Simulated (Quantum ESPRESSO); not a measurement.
## Ni3Pt: parallel and opposed starts

Wanted: the moments of Ni3Pt and the energy of each order that was tried.

Method: PBEsol; plane waves with GBRV 1.5 PBEsol potentials, no spin-orbit coupling, in Quantum ESPRESSO 7.5.

Most raw output is cut from this account.

## 1. The starting structure

Symmetry: Pm-3m, No. 221, cubic system. Conventional cell: a = 3.625 Å, b = 3.625 Å, c = 3.625 Å, α = 90.00°, β = 90.00°, γ = 90.00°. Nearest to Ni lie 8 Ni at 2.56 Å and 4 Pt at 2.56 Å. Nearest to Pt lie 12 Ni at 2.56 Å. Farther neighbours are not listed.

The cell comes from Materials Project 2023-11-01, a database of computed structures, and need not be the stable phase.

## 2. Run 1 (ferro +++)

The signs are those of the starting moments on the seeded atoms, the atoms that are given a moment.

The input, pw.in:

```
&CONTROL
  calculation = 'scf'
  prefix = 'pwscf'
  outdir = './tmp'
  pseudo_dir = './pseudo'
  disk_io = 'nowf'
/
&SYSTEM
  ibrav = 0
  celldm(1) = 8
  nat = 4
  ntyp = 2
  ecutwfc = 40
  ecutrho = 280
  nbnd = 46
  occupations = 'smearing'
  smearing = 'fd'
  degauss = 0.00734986
  nspin = 2
  starting_magnetization(1) = 0.0556
  starting_magnetization(2) = 0
/
&ELECTRONS
  conv_thr = 8d-09
  electron_maxstep = 150
  mixing_beta = 0.3
/
ATOMIC_SPECIES
Ni     58.6934 ni_pbesol_v1.4.uspp.F.UPF
Pt    195.0840 pt_pbesol_v1.4.uspp.F.UPF
CELL_PARAMETERS alat
   0.8561798191892    0.0000000000000    0.0000000000000
   0.0000000000000    0.8561798191892    0.0000000000000
   0.0000000000000    0.0000000000000    0.8561798191892
ATOMIC_POSITIONS crystal
Ni      0.5000000000    0.0000000000    0.5000000000
Ni      0.0000000000    0.5000000000    0.5000000000
Ni      0.5000000000    0.5000000000    0.0000000000
Pt      0.0000000000    0.0000000000    0.0000000000
K_POINTS automatic
10 10 10 0 0 0
```

Run with:

```sh
> OMP_NUM_THREADS=1 mpirun -n 4 pw.x -nk 4 -in pw.in > pw.out
```

Elapsed: 97 s, on 4 MPI ranks of Intel Xeon at 2.50GHz (Skylake/Cascade Lake), shared host; peak memory 0.46 GiB.

Spin moment in the atom's sphere by atom:

```csv
atom,spin moment in the atom's sphere (μB)
Ni1,0.726
Ni2,0.726
Ni3,0.726
Pt4,0.326
```

Numbers from this step:

* smearing term TS: 0.2057 eV
* magnetization: 2.398 μB
* absolute magnetization: 2.658 μB
* final state: ferromagnetic

## 3. Run 2, typed as antiferro q=(1/2,1/2,1/2) +−+−+−

This order needs a doubled cell of 8 atoms. The wavevector q is in fractions of the reciprocal vectors of the crystal's primitive cell, as the cells of these inputs are built from it; moments change sign between cells as cos(2π q·R).

The input, pw.in:

```
&CONTROL
  calculation = 'scf'
  prefix = 'pwscf'
  outdir = './tmp'
  pseudo_dir = './pseudo'
  disk_io = 'nowf'
/
&SYSTEM
  ibrav = 0
  celldm(1) = 8
  nat = 8
  ntyp = 3
  ecutwfc = 40
  ecutrho = 280
  nbnd = 85
  occupations = 'smearing'
  smearing = 'fd'
  degauss = 0.00734986
  nspin = 2
  starting_magnetization(1) = 0.0556
  starting_magnetization(2) = -0.0556
  starting_magnetization(3) = 0
/
&ELECTRONS
  conv_thr = 1.6d-08
  electron_maxstep = 150
  mixing_beta = 0.3
/
ATOMIC_SPECIES
Ni1    58.6934 ni_pbesol_v1.4.uspp.F.UPF
Ni2    58.6934 ni_pbesol_v1.4.uspp.F.UPF
Pt    195.0840 pt_pbesol_v1.4.uspp.F.UPF
CELL_PARAMETERS alat
   1.7123596383785    0.0000000000000    0.0000000000000
   0.8561798191892    0.8561798191892    0.0000000000000
   0.8561798191892    0.0000000000000    0.8561798191892
ATOMIC_POSITIONS crystal
Ni1     0.0000000000    0.0000000000    0.5000000000
Ni2     0.5000000000    0.0000000000    0.5000000000
Ni1     0.5000000000    0.5000000000    0.5000000000
Ni2     0.0000000000    0.5000000000    0.5000000000
Ni1     0.0000000000    0.5000000000    0.0000000000
Ni2     0.5000000000    0.5000000000    0.0000000000
Pt      0.0000000000    0.0000000000    0.0000000000
Pt      0.5000000000    0.0000000000    0.0000000000
K_POINTS automatic
5 10 10 0 0 0
```

Wall time 20 min (4 MPI ranks); peak memory 0.98 GiB.

Spin moment in the atom's sphere by atom:

```csv
atom,spin moment in the atom's sphere (μB)
Ni1,-0.0025
Ni2,0.0015
Ni3,-0.0025
Ni4,0.0015
Ni5,-0.0025
Ni6,0.0015
Pt7,-0.0002
Pt8,-0.0002
```

This step gave:

- smearing term TS: 0.5786 eV
- magnetization: 0 μB
- absolute magnetization: 0.013 μB
- final state: non-magnetic

## 4. Run 3 (ferri ++−)

The input, pw.in:

```
&CONTROL
  calculation = 'scf'
  prefix = 'pwscf'
  outdir = './tmp'
  pseudo_dir = './pseudo'
  disk_io = 'nowf'
/
&SYSTEM
  ibrav = 0
  celldm(1) = 8
  nat = 4
  ntyp = 3
  ecutwfc = 40
  ecutrho = 280
  nbnd = 45
  occupations = 'smearing'
  smearing = 'fd'
  degauss = 0.00734986
  nspin = 2
  starting_magnetization(1) = 0.0556
  starting_magnetization(2) = -0.0556
  starting_magnetization(3) = 0
/
&ELECTRONS
  conv_thr = 8d-09
  electron_maxstep = 150
  mixing_beta = 0.3
/
ATOMIC_SPECIES
Ni1    58.6934 ni_pbesol_v1.4.uspp.F.UPF
Ni2    58.6934 ni_pbesol_v1.4.uspp.F.UPF
Pt    195.0840 pt_pbesol_v1.4.uspp.F.UPF
CELL_PARAMETERS alat
   0.8561798191892    0.0000000000000    0.0000000000000
   0.0000000000000    0.8561798191892    0.0000000000000
   0.0000000000000    0.0000000000000    0.8561798191892
ATOMIC_POSITIONS crystal
Ni1     0.5000000000    0.0000000000    0.5000000000
Ni1     0.0000000000    0.5000000000    0.5000000000
Ni2     0.5000000000    0.5000000000    0.0000000000
Pt      0.0000000000    0.0000000000    0.0000000000
K_POINTS automatic
10 10 10 0 0 0
```

Elapsed: 5 min, on 4 MPI ranks; peak memory 0.6 GiB.

Spin moment in the atom's sphere by atom:

```
atom  spin moment in the atom's sphere (μB)
 Ni1                                 0.0001
 Ni2                                 0.0001
 Ni3                                 0.0003
 Pt4                                 0.0001
```

Numbers from this step:

```
smearing term TS       : 0.2893 eV
magnetization          : 0 μB
absolute magnetization : 0 μB
final state            : non-magnetic
```

## 5. Energies of the orders

An order is kept where moments of 0.15 μB or more survive with the typed signs; meshes match where a doubled cell samples the same k points as the first cell.

Orders:

| start | final state | typed order kept | energy over the lowest (meV a seeded atom) | largest site moment (μB) | net moment (μB a cell of the first run) | mesh matched | CPU time (s) |
| --- | --- | --- | --- | --- | --- | --- | --- |
| ferro +++ | ferromagnetic | yes | 0 | 0.7257 | 2.398 | yes | 356.1 |
| antiferro q=(1/2,1/2,1/2) +-+-+- | non-magnetic | no | 28.36 | 0.002461 | 0.001548 | yes | 4531 |
| ferri ++- | non-magnetic | no | 28.36 | 0 | 5.56e-4 | yes | 1196 |

## 6. Summary of results

| Property | Result |
| --- | --- |
| lowest state found | ferromagnetic (from ferro +++) |
| largest site moment | 0.726 μB |
| state without moments | 28.4 meV a seeded atom higher |

In words: At this level spin polarisation gains little. 2 starts lost their moments. Only these 3 starts were compared; other wavevectors, canted and longer-period orders were not. Energies are free energies at an electronic temperature of 1160 K, which lowers moments and differences where the moments are itinerant.

[Logs and program files are shortened in this print: banners, set-up blocks, solver, clock and traceback lines can be left out without a mark of their own.]

[Logs are printed without paths, hosts, clocks, repeated set-up lines and the standing remarks that a program may print on its own settings, such as how far it seeks lower states.]

[Hosts, paths, dates, database ids (printed as entryN), source tags and the programs' standing remarks are cut or masked in the printed files.]

[Where a cell is said to come from a database of computed structures, the database is the Materials Project.]
